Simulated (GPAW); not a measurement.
# How TiTe2 absorbs and reflects light, part 2 of 2

Aim: the dielectric function of TiTe2, and the optical constants that follow from it.

GPAW 26.7.0; DFT, PBE, plane-wave PAW (GPAW data sets), scalar-relativistic, RPA, optical limit.

So far. Step 2 (Ground state): There are states at the Fermi level within the smearing, so the occupations stay smeared and the carriers get a Drude term.

## 4. Dielectric function, RPA

Local fields let the induced charge screen the field inside the cell, which as a rule lowers ε, most along directions where the density is uneven.

This step: DFT, PBE, plane-wave PAW (GPAW data sets), scalar-relativistic, RPA, optical limit (GPAW 26.7.0).

Input file df.py:

```python
from gpaw.response.df import DielectricFunction

df = DielectricFunction('full.gpw', frequencies={'type': 'nonlinear', 'domega0': 0.03, 'omega2': 8},
                        ecut=50,
                        eta=0.15,
                        nbands=49,
                        rate=0.05,
                        txt='df.txt')
for direction in ['x', 'z']:
    df.get_dielectric_function(xc='RPA', direction=direction, filename=f'df_{direction}.csv')
```

Started as:

```sh
OMP_NUM_THREADS=1 python df.py
```

Numbers of over 12 decimals in the logs are rounded to 6 here.

Output:

```text
Using integrator: PointIntegrator
NonLinearFrequencyDescriptor(from 0.000 to 88.070 eV, 529 points)
Nonperiodic BCs:  [False False False]
Using integrator: PointIntegrator
NonLinearFrequencyDescriptor(from 0.000 to 88.070 eV, 529 points)
Nonperiodic BCs:  [False False False]
Using integrator: PointIntegrator

Calculating chi0 body with:
    Ground state adapter containing:
    Number of spins: 1
    Number of kpoints: 405
    Number of irreducible kpoints: 50
    Number of completely occupied states: 9
    Number of partially occupied states: 13

    Linear response parametrization:
    q_c: [0.0, 0.0, 0.0]
    Number of frequency points: 529
    Planewave cutoff: 50.0
    Number of bands: 49
    Number of planewaves: 67
    Broadening (eta): 0.15

Integrating chi0 body.

Symmetries of q_c:
    Direct symmetries (Uq -> q): 12
    Indirect symmetries (TUq -> q): 0
In total 12 allowed symmetries.

50 groups of equivalent kpoints. 87.654321% reduction.

Integral kind: spectral function

Calculating chi0 optical extensions with:
    Ground state adapter containing:
    Number of spins: 1
    Number of kpoints: 405
    Number of irreducible kpoints: 50
    Number of completely occupied states: 9
    Number of partially occupied states: 13

    Linear response parametrization:
    Number of frequency points: 529
    Planewave cutoff: 50.0
    Number of bands: 49
    Number of planewaves: 67
    Broadening (eta): 0.15
Integrating chi0 head and wings.

Symmetries of q_c:
    Direct symmetries (Uq -> q): 12
    Indirect symmetries (TUq -> q): 0
In total 12 allowed symmetries.

50 groups of equivalent kpoints. 87.654321% reduction.

Integral kind: spectral function wings

Calculating drude chi0 with:
    Number of frequency points:529
    Plasma frequency decay rate: 0.05 eV

    Ground state adapter containing:
    Number of spins: 1
    Number of kpoints: 405
    Number of irreducible kpoints: 50
    Number of completely occupied states: 9
    Number of partially occupied states: 13

Symmetries of q_c:
    Direct symmetries (Uq -> q): 12
    Indirect symmetries (TUq -> q): 0
In total 12 allowed symmetries.

50 groups of equivalent kpoints. 87.654321% reduction.

Integral kind: intraband
Plasma frequency:
[[2.44-0.j 0.  +0.j 0.  +0.j]
 [0.  +0.j 2.44-0.j 0.  +0.j]
 [0.  +0.j 0.  +0.j 1.02-0.j]]
```

It took 16 s on 1 thread of Arm Neoverse V2, shared host; peak memory 0.34 GiB.

Some rows of df_x.csv (energy; Re and Im without local fields; Re and Im with them):

```text
0.000000, 2442.585454, -0.000000, 2441.494240, -0.000000
0.429336, 20.712573, 34.103579, 19.682896, 33.391187
0.878195, 4.397907, 39.281702, 4.598873, 39.023999
1.347938, -6.601659, 15.988290, -7.375989, 16.111116
1.840057, 3.401234, 11.315278, 2.746008, 11.128195
2.356191, 3.298948, 9.975604, 2.614692, 9.651528
2.898142, 2.797919, 9.461455, 2.231461, 8.941647
3.467895, 1.280594, 9.180706, 1.082740, 8.475508
4.067647, 0.287914, 9.113798, 0.442720, 8.847235
4.699832, -1.295576, 6.162019, -1.415783, 6.121334
5.367152, -0.599570, 4.946129, -0.840693, 4.836288
6.072622, 0.944533, 3.489542, 0.336737, 3.304988
6.819608, 1.581981, 6.225782, 1.177699, 5.479965
7.611886, 0.245632, 5.790530, 0.037659, 4.924299
8.453705, -2.707869, 5.715374, -1.982944, 5.143370
9.349861, -2.032212, 3.350967, -1.622378, 2.809869
10.305790, -1.546662, 2.125613, -1.180199, 1.860986
11.327680, -1.162682, 1.734198, -0.782530, 1.513198
12.422601, -1.143906, 1.270817, -0.777681, 1.229739
13.598673, -0.987257, 0.836318, -0.543583, 0.992468
```

Sum at mesh points, not converged in k. The Im ε by photon energy; read off at these points:

```
photon energy (eV)  E ∥ x  E ∥ z
             0.500   38.4   6.15
             0.651   47.5   4.28
             0.750   43.4   4.24
             1.000   37.7   6.47
             1.250   21.4   7.20
             1.500   11.9   9.50
             1.750   10.4   6.43
             2.000   11.9   7.68
             2.250   9.77   7.55
             2.500   10.1   7.52
             2.750   9.76   8.42
             3.000   9.14   7.79
             3.250   10.1   8.32
             3.500   8.45   7.44
             3.750   8.63   8.63
             3.850   8.55   9.04
             4.000   8.72   8.12
             4.250   8.18   8.40
             4.500   7.65   7.98
             4.750   5.91   6.44
             5.000   5.79   6.23
             5.250   4.93   6.89
             5.500   4.46   5.68
             5.750   3.83   5.77
             6.000   3.38   4.99
             6.250   3.25   5.44
             6.500   4.16   5.13
             6.750   5.30   5.49
             7.000   5.51   6.51
             7.250   5.14   7.02
             7.500   4.66   6.09
             7.750   4.95   5.48
             8.000   4.63   4.83
             8.250   5.48   4.29
             8.500   4.88   4.09
             8.750   3.51   3.56
             9.000   3.06   3.09
             9.250   2.89   2.89
             9.500   2.77   2.80
             9.750   2.20   2.89
            10.000   2.05   2.62
            10.250   1.88   2.32
            10.500   1.88   2.17
            10.750   1.63   1.93
            11.000   1.61   2.06
            11.250   1.54   2.03
            11.500   1.52   1.92
            11.750   1.60   1.70
            12.000   1.62   1.79
            12.250   1.36   1.72
            12.500   1.23   1.38
            12.750   1.16   1.20
            13.000   1.09   1.14
            13.250   1.08   1.09
            13.500   1.02   1.04
            13.750  0.925  0.906
```

Values under 1 per cm are given as 1; sum at mesh points, not converged in k. Absorption coefficient against photon energy:

```
photon energy (eV)  E ∥ x (1/cm)  E ∥ z (1/cm)
             0.492         1.6e5         50845
             1.010         4.5e5         92764
             1.486         4.3e5         2.1e5
             1.985         4.5e5         2.4e5
             2.508         5.1e5         3.2e5
             3.018         5.6e5         4.2e5
             3.510         6.8e5         5.0e5
             3.980         8.0e5         6.8e5
             4.516         9.9e5         8.2e5
             4.981         9.2e5         7.5e5
             5.515         9.1e5         8.7e5
             6.021         7.7e5         8.3e5
             6.494         7.7e5         9.4e5
             6.985         1.1e6         1.1e6
             7.496         1.2e6         1.4e6
             8.026         1.3e6         1.5e6
             8.516         1.7e6         1.5e6
             9.023         1.5e6         1.4e6
             9.483         1.5e6         1.4e6
            10.026         1.4e6         1.5e6
            10.519         1.4e6         1.4e6
            11.029         1.3e6         1.3e6
            11.479         1.3e6         1.4e6
            12.023         1.4e6         1.4e6
            12.504         1.3e6         1.5e6
            13.000         1.3e6         1.3e6
            13.512         1.3e6         1.3e6
```

The Im ε, E ∥ x has structure finer than the step of the table below, so its rows give means over 0.5 eV, whole bins alone (the curve runs from 0.305 to 14.0 eV). Peaks (eV: height): without local fields 0.62: 48.5; with local fields 0.65: 47.5.

Sum at mesh points, not converged in k. The Im ε, E ∥ x by photon energy; means over each step:

```
photon energy (eV)  without local fields  with local fields
               1.0                  35.1               35.2
               1.5                  13.1               13.1
               2.0                  11.3               11.1
               2.5                  10.3               9.87
               3.0                  10.2               9.55
               3.5                  9.55               8.87
               4.0                  8.94               8.60
               4.5                  7.50               7.39
               5.0                  5.65               5.58
               5.5                  4.51               4.43
               6.0                  3.61               3.45
               6.5                  4.74               4.17
               7.0                  6.23               5.46
               7.5                  5.63               4.83
               8.0                  6.00               4.91
               8.5                  5.32               4.73
               9.0                  3.62               3.10
               9.5                  3.09               2.65
              10.0                  2.36               2.04
              10.5                  2.07               1.81
              11.0                  1.86               1.60
              11.5                  1.78               1.54
              12.0                  1.65               1.57
              12.5                  1.27               1.24
              13.0                  1.15               1.10
              13.5                 0.911               1.01
```

The reflectivity at normal incidence has structure finer than the step of the table below, so its rows give means over 0.5 eV, whole bins alone (the curve runs from 0.305 to 14.0 eV). Peaks (eV: height): E ∥ x 1.18: 65.6, 4.52: 42.7, 8.70: 46.0, 12.26: 36.9; E ∥ z 1.38: 36.6, 3.85: 34.7, 4.52: 34.7, 8.03: 39.1, 8.77: 39.3, 10.03: 36.7, 12.42: 39.0.

Sum at mesh points, not converged in k. Table of reflectivity at normal incidence by photon energy; means over each step:

```
photon energy (eV)  E ∥ x (%)  E ∥ z (%)
               1.0       63.8       34.2
               1.5       51.8       34.4
               2.0       40.9       32.4
               2.5       38.0       32.0
               3.0       37.5       32.2
               3.5       37.8       31.6
               4.0       38.5       33.6
               4.5       41.0       33.9
               5.0       37.1       30.0
               5.5       33.6       30.4
               6.0       24.8       27.6
               6.5       22.0       27.1
               7.0       30.3       31.1
               7.5       31.1       37.5
               8.0       32.4       38.5
               8.5       42.4       38.4
               9.0       42.0       37.6
               9.5       42.1       33.9
              10.0       40.9       36.0
              10.5       38.0       35.2
              11.0       35.0       31.2
              11.5       31.4       33.4
              12.0       33.1       32.6
              12.5       35.3       38.3
              13.0       33.1       35.7
              13.5       32.4       34.3
```

Sum at mesh points, not converged in k. The loss function −Im 1/ε at q → 0 by energy loss; read off at these points:

```
energy loss (eV)   E ∥ x   E ∥ z
           0.500  0.0183  0.0551
           0.750  0.0221  0.0261
           1.000  0.0265  0.0355
           1.250  0.0389  0.0356
           1.500  0.0774  0.0545
           1.750  0.0934  0.0585
           2.000  0.0819  0.0551
           2.250  0.0988  0.0706
           2.500  0.0929  0.0656
           2.750  0.0982  0.0743
           3.000  0.1000  0.0806
           3.250  0.0979  0.0861
           3.500   0.116  0.0926
           3.750   0.114  0.0855
           4.000   0.114   0.106
           4.250   0.122   0.106
           4.500   0.126   0.120
           4.750   0.162   0.149
           5.000   0.169   0.144
           5.250   0.196   0.138
           5.500   0.216   0.173
           5.750   0.258   0.166
           6.000   0.296   0.185
           6.125   0.300   0.171
           6.250   0.277   0.173
           6.500   0.205   0.184
           6.750   0.174   0.164
           7.000   0.179   0.146
           7.250   0.194   0.142
           7.500   0.215   0.161
           7.750   0.201   0.173
           8.000   0.216   0.188
           8.250   0.178   0.213
           8.500   0.170   0.212
           8.750   0.197   0.233
           9.000   0.253   0.269
           9.250   0.256   0.291
           9.500   0.261   0.318
           9.750   0.292   0.305
          10.000   0.329   0.309
          10.250   0.372   0.344
          10.500   0.390   0.370
          10.750   0.432   0.422
          11.000   0.479   0.440
          11.250   0.505   0.402
          11.500   0.550   0.432
          11.750   0.535   0.476
          12.000   0.496   0.469
          12.250   0.514   0.439
          12.500   0.602   0.476
          12.750   0.627   0.539
          13.000   0.713   0.640
          13.250   0.726   0.657
          13.500   0.765   0.718
          13.750   0.839   0.821
```

At chosen wavelengths:

```
wavelength (nm)   n x    k x  R (%) x  1/α x   n z    k z  R (%) z  1/α z
           1064  3.17  4.411     65.6  19 nm  3.59  0.916     34.4  92 nm
            800  2.12  2.613     48.8  24 nm  3.19  1.420     34.8  45 nm
            532  2.49  1.933     37.4  22 nm  2.96  1.207     30.9  35 nm
            450  2.45  1.990     38.2  18 nm  2.92  1.438     33.0  25 nm
            308  2.18  2.014     38.5  12 nm  2.44  1.635     32.7  15 nm
            248  1.58  1.830     36.8  11 nm  2.08  1.494     29.0  13 nm
            193  1.71  1.124     20.5  14 nm  1.82  1.454     27.7  11 nm
```

A polished face would reflect 36 % of daylight and look grey (CIE x = 0.319, y = 0.329 under D65).

## 5. Results

In words: At this level (PBE, RPA) TiTe2 is a metal. The mesh is too coarse to trust the carriers' weight, the reflectivity or the colour to better than tens of per cent. A polished face would reflect 36 % of daylight and look grey (CIE x = 0.319, y = 0.329 under D65). The carriers' damping of 0.05 eV is typed, not computed; it shapes the response at the lowest energies. Spin-orbit coupling is left out although heavy atoms are present. In this version of GPAW the matrix elements of the optical limit are incomplete, which can lower ε − 1 by up to a tenth where first-row anions or d states rule, and shift it by more in d metals. GPAW's carrier term has the form −ωp²/(ω + i·rate)², which damps like twice the rate and fails at low energy, so the curves leave the lowest energies out. The sum runs over mesh points 0.21 Å⁻¹ apart with no interpolation, so peaks are partly noise of the mesh, and the Drude plasma energy, a sum over the Fermi surface, isn't converged.

[Machine, clock and banner lines and Python warnings are left out of the logs.]

[Logs are printed without paths, hosts, clocks, repeated set-up lines and the standing remarks that a program may print on its own settings, such as how far it seeks lower states.]

[Hosts, paths, dates, database ids (printed as entryN), source tags and the programs' standing remarks are cut or masked in the printed files.]
